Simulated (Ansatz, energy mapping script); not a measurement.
# GdN in the rock-salt structure: J from the energies of magnetic orders

Wanted: the magnetic order of GdN in the rock-salt structure, its couplings and an estimate of its ordering temperature, by PBE+U with a computed U.

Calculated with Ansatz 0.2.0; PBE with U on Gd f by linear response, ortho-atomic projectors; plane waves, U on orthogonalised atomic orbitals unless named otherwise, collinear spin, no spin–orbit coupling.

This is a report of a sequence of runs, with most program output left out.

## 1. The structure

The structure is cubic, space group Fm-3m (No. 225). The conventional cell has a = 5.004 Å, b = 5.004 Å, c = 5.004 Å, α = 90.00°, β = 90.00°, γ = 90.00°. Nearest to Gd lie 6 N at 2.50 Å. Nearest to N lie 6 Gd at 2.50 Å. rocksalt prototype, lattice guessed from radii. Farther neighbours and most contacts between anions are not listed.

This cell was built for the study (rocksalt prototype, lattice guessed from radii), not taken from an experiment; the compound need not form in this structure.

The cell was relaxed beforehand in Ansatz under PBE with U = 6 eV on Gd f, ortho-atomic projectors, from parallel moments.

With a computed U no number in the result is fitted to experiment, though U carries the errors of its own one-shot run.

## 2. The Hubbard U from the response of the shell

A small shift of the shell's potential moves charge, once with all else frozen (χ₀) and once with the crystal screening it (χ); U is the difference of their inverses, taken as matrices. The response is summed over a mesh of wavevectors, so that a shifted site feels less of its own images.

Contents of input.yaml:

```yaml
crystal:
  lattice:
    - [0.0, -2.502081428, -2.502081428]
    - [-2.502081428, 0.0, -2.502081428]
    - [2.502081428, 2.502081428, -5.004162856]
  atoms:
    - { symbol: Gd, position: [0.5, 0.5, 0.5], spin: 7.0 }
    - { symbol: Gd, position: [0.0, 0.0, 0.0], spin: -7.0 }
    - { symbol: "N", position: [0.75, 0.75, 0.75] }
    - { symbol: "N", position: [0.25, 0.25, 0.25] }
magnetization:
  spin_polarized: true
kpoints:
  mp_grid: { grid: [8, 8, 8] }
hamiltonian:
  xc: pbe
  hubbard:
    sites: [{ species: Gd, l: f, u_eff: linear-response }]
    projectors: ortho-atomic
    lr: { qmesh: [2, 2, 2], qmesh_shift: [0.5, 0.5, 0.5] }
scf:
  occupations: { method: fermi_dirac, width: 0.05 }
output:
  eigenvalues: true
```

On the command line:

```console
ansatz run input.yaml --threads 4 --pin off --max-ram 8192MiB --backend cpu --events-out ev --progress --plain --runs-dir out
```

Elapsed: 3.7 min, on 4 threads of Arm Neoverse V2, shared host; peak memory 3.6 GiB.

Bare and screened response, and U:

```csv
site,electrons,χ₀ (1/eV),χ (1/eV),U (eV)
Gd1,7.119,-0.07716,-0.05787,4.32
Gd2,7.119,-0.07716,-0.05787,4.32
```

For Gd1 the on-site elements alone give 1/χ₀ − 1/χ = 4.32 eV, the inverses of the full matrices 4.32 eV, and the program reports 4.32 eV. The state, moments and gap printed next belong to the closing SCF at this U.

The mean over each element's sites is typed into the runs below, where the first set of runs used U = 6 eV on Gd f, ortho-atomic projectors.

## 3. Seed run in the crystal's own cell

A corrected shell can settle in several orbital fillings. One parallel run, with an occupation width a fifth wider than the orders use, therefore is to supply the occupation matrices. All orders start from them.

Contents of input.yaml:

```yaml
crystal:
  lattice:
    - [0.0, 2.502081428, 2.502081428]
    - [2.502081428, 0.0, 2.502081428]
    - [2.502081428, 2.502081428, 0.0]
  atoms:
    - { symbol: Gd, position: [0.0, 0.0, 0.0], spin: 7.0 }
    - { symbol: "N", position: [0.5, 0.5, 0.5] }
magnetization:
  spin_polarized: true
kpoints:
  mp_grid: { grid: [12, 12, 12] }
hamiltonian:
  xc: pbe
  hubbard:
    sites: [{ species: Gd, l: f, u_eff: 4.32 }]
    projectors: ortho-atomic
scf:
  occupations: { method: fermi_dirac, width: 0.06 }
output:
  eigenvalues: true
```

It took 1.7 s on 4 threads; peak memory 0.4 GiB.

Numbers from this step:

| Quantity | Value |
| --- | --- |
| final state | ferromagnetic |
| electrons in the corrected shells | 7.049 e |
| largest moment | 6.926 μB |

## 4. Order 1: parallel, cell A of 4 atoms

The parallel order is the zero of energy for this cell and mesh.

Contents of input.yaml:

```yaml
crystal:
  lattice:
    - [0.0, -2.502081428, -2.502081428]
    - [-2.502081428, 0.0, -2.502081428]
    - [2.502081428, 2.502081428, -5.004162856]
  atoms:
    - { symbol: Gd, position: [0.5, 0.5, 0.5], spin: 7.0 }
    - { symbol: Gd, position: [0.0, 0.0, 0.0], spin: 7.0 }
    - { symbol: "N", position: [0.75, 0.75, 0.75] }
    - { symbol: "N", position: [0.25, 0.25, 0.25] }
magnetization:
  spin_polarized: true
kpoints:
  mp_grid: { grid: [12, 12, 12] }
hamiltonian:
  xc: pbe
  hubbard:
    sites:
      - { species: Gd, l: f, u_eff: 4.32 }
      - { site: 0, l: f, u_eff: 4.32, starting_ns: [{ spin: up, occupation_matrix: gd1_major }, { spin: down, occupation_matrix: gd1_minor }] }
      - { site: 1, l: f, u_eff: 4.32, starting_ns: [{ spin: up, occupation_matrix: gd1_major }, { spin: down, occupation_matrix: gd1_minor }] }
    projectors: ortho-atomic
    occupation_matrices:
      gd1_major:
        matrix:
          - [0.998, 0.0, 0.0, 0.0, 0.0, 0.0, 0.0]
          - [0.0, 0.998, 0.0, 0.0, 0.0, 0.0, 0.0]
          - [0.0, 0.0, 0.998, 0.0, 0.0, 0.0, 0.0]
          - [0.0, 0.0, 0.0, 0.999, 0.0, 0.0, 0.0]
          - [0.0, 0.0, 0.0, 0.0, 0.999, 0.0, 0.0]
          - [0.0, 0.0, 0.0, 0.0, 0.0, 0.998, 0.0]
          - [0.0, 0.0, 0.0, 0.0, 0.0, 0.0, 0.998]
      gd1_minor:
        matrix:
          - [0.015, 0.0, 0.0, 0.0, 0.0, 0.0, 0.0]
          - [0.0, 0.009, 0.0, 0.0, 0.0, -0.005, 0.0]
          - [0.0, 0.0, 0.009, 0.0, 0.0, 0.0, 0.005]
          - [0.0, 0.0, 0.0, 0.005, 0.0, 0.0, 0.0]
          - [0.0, 0.0, 0.0, 0.0, 0.001, 0.0, 0.0]
          - [0.0, -0.005, 0.0, 0.0, 0.0, 0.011, 0.0]
          - [0.0, 0.0, 0.005, 0.0, 0.0, 0.0, 0.011]
scf:
  occupations: { method: fermi_dirac, width: 0.05 }
output:
  eigenvalues: true
```

Wall time 38 s (4 threads); peak memory 1.8 GiB; 2.4 min of CPU time.

Spin moment in the sphere by atom:

| atom | spin moment in the sphere (μB) |
| --- | --- |
| Gd1 | 6.93 |
| Gd2 | 6.93 |
| N3 | -0.14 |
| N4 | -0.14 |

The run ends ferromagnetic.

## 5. Compensated +− start in cell A (4 atoms)

This order reverses 6 of the 12 neighbours at 3.54 Å, 6 of the 6 neighbours at 5.00 Å and 12 of the 24 neighbours at 6.13 Å, counted for an average magnetic atom.

input.yaml, as its differences from that of step 4:

```diff
@@ -7,3 +7,3 @@
     - { symbol: Gd, position: [0.5, 0.5, 0.5], spin: 7.0 }
-    - { symbol: Gd, position: [0.0, 0.0, 0.0], spin: 7.0 }
+    - { symbol: Gd, position: [0.0, 0.0, 0.0], spin: -7.0 }
     - { symbol: "N", position: [0.75, 0.75, 0.75] }
@@ -20,3 +20,3 @@
       - { site: 0, l: f, u_eff: 4.32, starting_ns: [{ spin: up, occupation_matrix: gd1_major }, { spin: down, occupation_matrix: gd1_minor }] }
-      - { site: 1, l: f, u_eff: 4.32, starting_ns: [{ spin: up, occupation_matrix: gd1_major }, { spin: down, occupation_matrix: gd1_minor }] }
+      - { site: 1, l: f, u_eff: 4.32, starting_ns: [{ spin: up, occupation_matrix: gd1_minor }, { spin: down, occupation_matrix: gd1_major }] }
     projectors: ortho-atomic
```

It took 37 s on 4 threads; peak memory 1.9 GiB.

Spin moment in the sphere by atom:

| atom | spin moment in the sphere (μB) |
| --- | --- |
| Gd1 | 6.91 |
| Gd2 | -6.91 |
| N3 | 0.00 |
| N4 | 0.00 |

The run ends antiferromagnetic, 10.43 meV a magnetic atom above the parallel order of its cell.

## 6. Order 3: parallel, cell B of 4 atoms

A new cell needs its own zero of energy.

This run holds the same structure in another cell (c 6.129 → 5.004 Å, α 73.2 → 90.0°, β 73.2 → 90.0°, γ 60.0 → 90.0°).

input.yaml, as its differences from that of step 5:

```diff
@@ -3,9 +3,9 @@
     - [0.0, -2.502081428, -2.502081428]
-    - [-2.502081428, 0.0, -2.502081428]
-    - [2.502081428, 2.502081428, -5.004162856]
+    - [0.0, 2.502081428, -2.502081428]
+    - [5.004162856, 0.0, 0.0]
   atoms:
     - { symbol: Gd, position: [0.5, 0.5, 0.5], spin: 7.0 }
-    - { symbol: Gd, position: [0.0, 0.0, 0.0], spin: -7.0 }
-    - { symbol: "N", position: [0.75, 0.75, 0.75] }
-    - { symbol: "N", position: [0.25, 0.25, 0.25] }
+    - { symbol: Gd, position: [0.0, 0.0, 0.0], spin: 7.0 }
+    - { symbol: "N", position: [0.5, 0.5, 0.0] }
+    - { symbol: "N", position: [0.0, 0.0, 0.5] }
 magnetization:
@@ -13,3 +13,3 @@
 kpoints:
-  mp_grid: { grid: [12, 12, 12] }
+  mp_grid: { grid: [10, 10, 7] }
 hamiltonian:
@@ -20,3 +20,3 @@
       - { site: 0, l: f, u_eff: 4.32, starting_ns: [{ spin: up, occupation_matrix: gd1_major }, { spin: down, occupation_matrix: gd1_minor }] }
-      - { site: 1, l: f, u_eff: 4.32, starting_ns: [{ spin: up, occupation_matrix: gd1_minor }, { spin: down, occupation_matrix: gd1_major }] }
+      - { site: 1, l: f, u_eff: 4.32, starting_ns: [{ spin: up, occupation_matrix: gd1_major }, { spin: down, occupation_matrix: gd1_minor }] }
     projectors: ortho-atomic
```

Wall time 10 s (4 threads); peak memory 0.72 GiB.

The run ends ferromagnetic. For each magnetic atom its energy differs from the parallel run of the first cell by -0.65 meV, an error that one common reference would have brought in.

## 7. Run 4 (compensated +−; cell B, 4 atoms)

This order reverses 8 of the 12 neighbours at 3.54 Å, 0 of the 6 neighbours at 5.00 Å and 16 of the 24 neighbours at 6.13 Å, counted for an average magnetic atom.

input.yaml, as its differences from that of step 6:

```diff
@@ -7,3 +7,3 @@
     - { symbol: Gd, position: [0.5, 0.5, 0.5], spin: 7.0 }
-    - { symbol: Gd, position: [0.0, 0.0, 0.0], spin: 7.0 }
+    - { symbol: Gd, position: [0.0, 0.0, 0.0], spin: -7.0 }
     - { symbol: "N", position: [0.5, 0.5, 0.0] }
@@ -20,3 +20,3 @@
       - { site: 0, l: f, u_eff: 4.32, starting_ns: [{ spin: up, occupation_matrix: gd1_major }, { spin: down, occupation_matrix: gd1_minor }] }
-      - { site: 1, l: f, u_eff: 4.32, starting_ns: [{ spin: up, occupation_matrix: gd1_major }, { spin: down, occupation_matrix: gd1_minor }] }
+      - { site: 1, l: f, u_eff: 4.32, starting_ns: [{ spin: up, occupation_matrix: gd1_minor }, { spin: down, occupation_matrix: gd1_major }] }
     projectors: ortho-atomic
```

It took 4.8 s on 4 threads; peak memory 0.71 GiB; 18 s of CPU time.

The run ends antiferromagnetic, 11.69 meV a magnetic atom above the parallel order of its cell.

## 8. Parallel start in cell C (6 atoms)

The parallel order again, as the reference for this cell.

input.yaml, as its differences from that of step 7:

```diff
@@ -3,9 +3,11 @@
     - [0.0, -2.502081428, -2.502081428]
-    - [0.0, 2.502081428, -2.502081428]
-    - [5.004162856, 0.0, 0.0]
+    - [-5.004162856, 0.0, 0.0]
+    - [2.502081428, 5.004162856, -2.502081428]
   atoms:
-    - { symbol: Gd, position: [0.5, 0.5, 0.5], spin: 7.0 }
-    - { symbol: Gd, position: [0.0, 0.0, 0.0], spin: -7.0 }
-    - { symbol: "N", position: [0.5, 0.5, 0.0] }
-    - { symbol: "N", position: [0.0, 0.0, 0.5] }
+    - { symbol: Gd, position: [0.666666667, 0.666666667, 0.333333333], spin: 7.0 }
+    - { symbol: Gd, position: [0.333333333, 0.333333333, 0.666666667], spin: 7.0 }
+    - { symbol: Gd, position: [0.0, 0.0, 0.0], spin: 7.0 }
+    - { symbol: "N", position: [0.666666667, 0.166666667, 0.333333333] }
+    - { symbol: "N", position: [0.333333333, 0.833333333, 0.666666667] }
+    - { symbol: "N", position: [0.0, 0.5, 0.0] }
 magnetization:
@@ -13,3 +15,3 @@
 kpoints:
-  mp_grid: { grid: [10, 10, 7] }
+  mp_grid: { grid: [11, 11, 11] }
 hamiltonian:
@@ -20,3 +22,4 @@
       - { site: 0, l: f, u_eff: 4.32, starting_ns: [{ spin: up, occupation_matrix: gd1_major }, { spin: down, occupation_matrix: gd1_minor }] }
-      - { site: 1, l: f, u_eff: 4.32, starting_ns: [{ spin: up, occupation_matrix: gd1_minor }, { spin: down, occupation_matrix: gd1_major }] }
+      - { site: 1, l: f, u_eff: 4.32, starting_ns: [{ spin: up, occupation_matrix: gd1_major }, { spin: down, occupation_matrix: gd1_minor }] }
+      - { site: 2, l: f, u_eff: 4.32, starting_ns: [{ spin: up, occupation_matrix: gd1_major }, { spin: down, occupation_matrix: gd1_minor }] }
     projectors: ortho-atomic
```

Elapsed: 72 s, on 4 threads; peak memory 2.9 GiB.

The run ends ferromagnetic. For each magnetic atom its energy differs from the parallel run of the first cell by -0.13 meV, an error that one common reference would have brought in.

## 9. Uncompensated ++− start in cell C (6 atoms)

This order reverses 6.67 of the 12 neighbours at 3.54 Å, 2.67 of the 6 neighbours at 5.00 Å and 8 of the 24 neighbours at 6.13 Å, counted for an average magnetic atom.

input.yaml, as its differences from that of step 8:

```diff
@@ -8,3 +8,3 @@
     - { symbol: Gd, position: [0.333333333, 0.333333333, 0.666666667], spin: 7.0 }
-    - { symbol: Gd, position: [0.0, 0.0, 0.0], spin: 7.0 }
+    - { symbol: Gd, position: [0.0, 0.0, 0.0], spin: -7.0 }
     - { symbol: "N", position: [0.666666667, 0.166666667, 0.333333333] }
@@ -23,3 +23,3 @@
       - { site: 1, l: f, u_eff: 4.32, starting_ns: [{ spin: up, occupation_matrix: gd1_major }, { spin: down, occupation_matrix: gd1_minor }] }
-      - { site: 2, l: f, u_eff: 4.32, starting_ns: [{ spin: up, occupation_matrix: gd1_major }, { spin: down, occupation_matrix: gd1_minor }] }
+      - { site: 2, l: f, u_eff: 4.32, starting_ns: [{ spin: up, occupation_matrix: gd1_minor }, { spin: down, occupation_matrix: gd1_major }] }
     projectors: ortho-atomic
```

Run time: 64 s. Hardware: 4 threads; peak memory 3 GiB.

The run ends ferrimagnetic, 10.17 meV a magnetic atom above the parallel order of its cell.

## 10. Order 7: parallel, cell D of 6 atoms

This run holds the same structure in another cell (b 5.004 → 3.538 Å, c 6.129 → 7.912 Å, α 114.1 → 102.9°, β 106.8 → 102.9°).

input.yaml, as its differences from that of step 9:

```diff
@@ -2,12 +2,12 @@
   lattice:
-    - [0.0, -2.502081428, -2.502081428]
-    - [-5.004162856, 0.0, 0.0]
-    - [2.502081428, 5.004162856, -2.502081428]
+    - [0.0, 2.502081428, 2.502081428]
+    - [0.0, 2.502081428, -2.502081428]
+    - [-7.506244284, -2.502081428, 0.0]
   atoms:
+    - { symbol: Gd, position: [0.0, 0.0, 0.0], spin: 7.0 }
+    - { symbol: Gd, position: [0.333333333, 0.333333333, 0.666666667], spin: 7.0 }
     - { symbol: Gd, position: [0.666666667, 0.666666667, 0.333333333], spin: 7.0 }
-    - { symbol: Gd, position: [0.333333333, 0.333333333, 0.666666667], spin: 7.0 }
-    - { symbol: Gd, position: [0.0, 0.0, 0.0], spin: -7.0 }
-    - { symbol: "N", position: [0.666666667, 0.166666667, 0.333333333] }
-    - { symbol: "N", position: [0.333333333, 0.833333333, 0.666666667] }
-    - { symbol: "N", position: [0.0, 0.5, 0.0] }
+    - { symbol: "N", position: [0.833333333, 0.833333333, 0.666666667] }
+    - { symbol: "N", position: [0.166666667, 0.166666667, 0.333333333] }
+    - { symbol: "N", position: [0.5, 0.5, 0.0] }
 magnetization:
@@ -23,3 +23,3 @@
       - { site: 1, l: f, u_eff: 4.32, starting_ns: [{ spin: up, occupation_matrix: gd1_major }, { spin: down, occupation_matrix: gd1_minor }] }
-      - { site: 2, l: f, u_eff: 4.32, starting_ns: [{ spin: up, occupation_matrix: gd1_minor }, { spin: down, occupation_matrix: gd1_major }] }
+      - { site: 2, l: f, u_eff: 4.32, starting_ns: [{ spin: up, occupation_matrix: gd1_major }, { spin: down, occupation_matrix: gd1_minor }] }
     projectors: ortho-atomic
```

It took 44 s on 4 threads; peak memory 1.8 GiB; 2.8 min of CPU time.

The run ends ferromagnetic. For each magnetic atom its energy differs from the parallel run of the first cell by -0.20 meV, an error that one common reference would have brought in.

## 11. Uncompensated ++− start in cell D (6 atoms)

This order reverses 5.33 of the 12 neighbours at 3.54 Å, 1.33 of the 6 neighbours at 5.00 Å and 16 of the 24 neighbours at 6.13 Å, counted for an average magnetic atom.

input.yaml, as its differences from that of step 10:

```diff
@@ -8,3 +8,3 @@
     - { symbol: Gd, position: [0.333333333, 0.333333333, 0.666666667], spin: 7.0 }
-    - { symbol: Gd, position: [0.666666667, 0.666666667, 0.333333333], spin: 7.0 }
+    - { symbol: Gd, position: [0.666666667, 0.666666667, 0.333333333], spin: -7.0 }
     - { symbol: "N", position: [0.833333333, 0.833333333, 0.666666667] }
@@ -23,3 +23,3 @@
       - { site: 1, l: f, u_eff: 4.32, starting_ns: [{ spin: up, occupation_matrix: gd1_major }, { spin: down, occupation_matrix: gd1_minor }] }
-      - { site: 2, l: f, u_eff: 4.32, starting_ns: [{ spin: up, occupation_matrix: gd1_major }, { spin: down, occupation_matrix: gd1_minor }] }
+      - { site: 2, l: f, u_eff: 4.32, starting_ns: [{ spin: up, occupation_matrix: gd1_minor }, { spin: down, occupation_matrix: gd1_major }] }
     projectors: ortho-atomic
```

Elapsed: 40 s, on 4 threads; peak memory 1.9 GiB; 2.6 min of CPU time.

The run ends ferrimagnetic, 8.09 meV a magnetic atom above the parallel order of its cell.

## 12. Order 9: parallel, cell E of 6 atoms

This run holds the same structure in another cell (c 7.912 → 8.667 Å, α 102.9 → 90.0°, β 102.9 → 90.0°, γ 90.0 → 120.0°).

input.yaml, as its differences from that of step 11:

```diff
@@ -3,11 +3,11 @@
     - [0.0, 2.502081428, 2.502081428]
-    - [0.0, 2.502081428, -2.502081428]
-    - [-7.506244284, -2.502081428, 0.0]
+    - [-2.502081428, 0.0, -2.502081428]
+    - [-5.004162856, -5.004162856, 5.004162856]
   atoms:
     - { symbol: Gd, position: [0.0, 0.0, 0.0], spin: 7.0 }
-    - { symbol: Gd, position: [0.333333333, 0.333333333, 0.666666667], spin: 7.0 }
-    - { symbol: Gd, position: [0.666666667, 0.666666667, 0.333333333], spin: -7.0 }
-    - { symbol: "N", position: [0.833333333, 0.833333333, 0.666666667] }
-    - { symbol: "N", position: [0.166666667, 0.166666667, 0.333333333] }
-    - { symbol: "N", position: [0.5, 0.5, 0.0] }
+    - { symbol: Gd, position: [0.333333333, 0.666666667, 0.666666667], spin: 7.0 }
+    - { symbol: Gd, position: [0.666666667, 0.333333333, 0.333333333], spin: 7.0 }
+    - { symbol: "N", position: [0.666666667, 0.333333333, 0.833333333] }
+    - { symbol: "N", position: [0.0, 0.0, 0.5] }
+    - { symbol: "N", position: [0.333333333, 0.666666667, 0.166666667] }
 magnetization:
@@ -15,3 +15,3 @@
 kpoints:
-  mp_grid: { grid: [11, 11, 11] }
+  mp_grid: { grid: [12, 12, 4] }
 hamiltonian:
@@ -23,3 +23,3 @@
       - { site: 1, l: f, u_eff: 4.32, starting_ns: [{ spin: up, occupation_matrix: gd1_major }, { spin: down, occupation_matrix: gd1_minor }] }
-      - { site: 2, l: f, u_eff: 4.32, starting_ns: [{ spin: up, occupation_matrix: gd1_minor }, { spin: down, occupation_matrix: gd1_major }] }
+      - { site: 2, l: f, u_eff: 4.32, starting_ns: [{ spin: up, occupation_matrix: gd1_major }, { spin: down, occupation_matrix: gd1_minor }] }
     projectors: ortho-atomic
```

It took 31 s on 4 threads; peak memory 1.5 GiB; 1.9 min of CPU time.

The run ends ferromagnetic. For each magnetic atom its energy differs from the parallel run of the first cell by 0.10 meV, an error that one common reference would have brought in.

(Continued in part 2 of 2.)

[Logs and program files are shortened in this print: banners, set-up blocks, solver, clock and traceback lines can be left out without a mark of their own.]

[Logs are printed without paths, hosts, clocks, repeated set-up lines and the standing remarks that a program may print on its own settings, such as how far it seeks lower states.]

[Hosts, paths, dates, database ids (printed as entryN), source tags and the programs' standing remarks are cut or masked in the printed files.]

[Where a cell is said to come from a database of computed structures, the database is the Materials Project.]
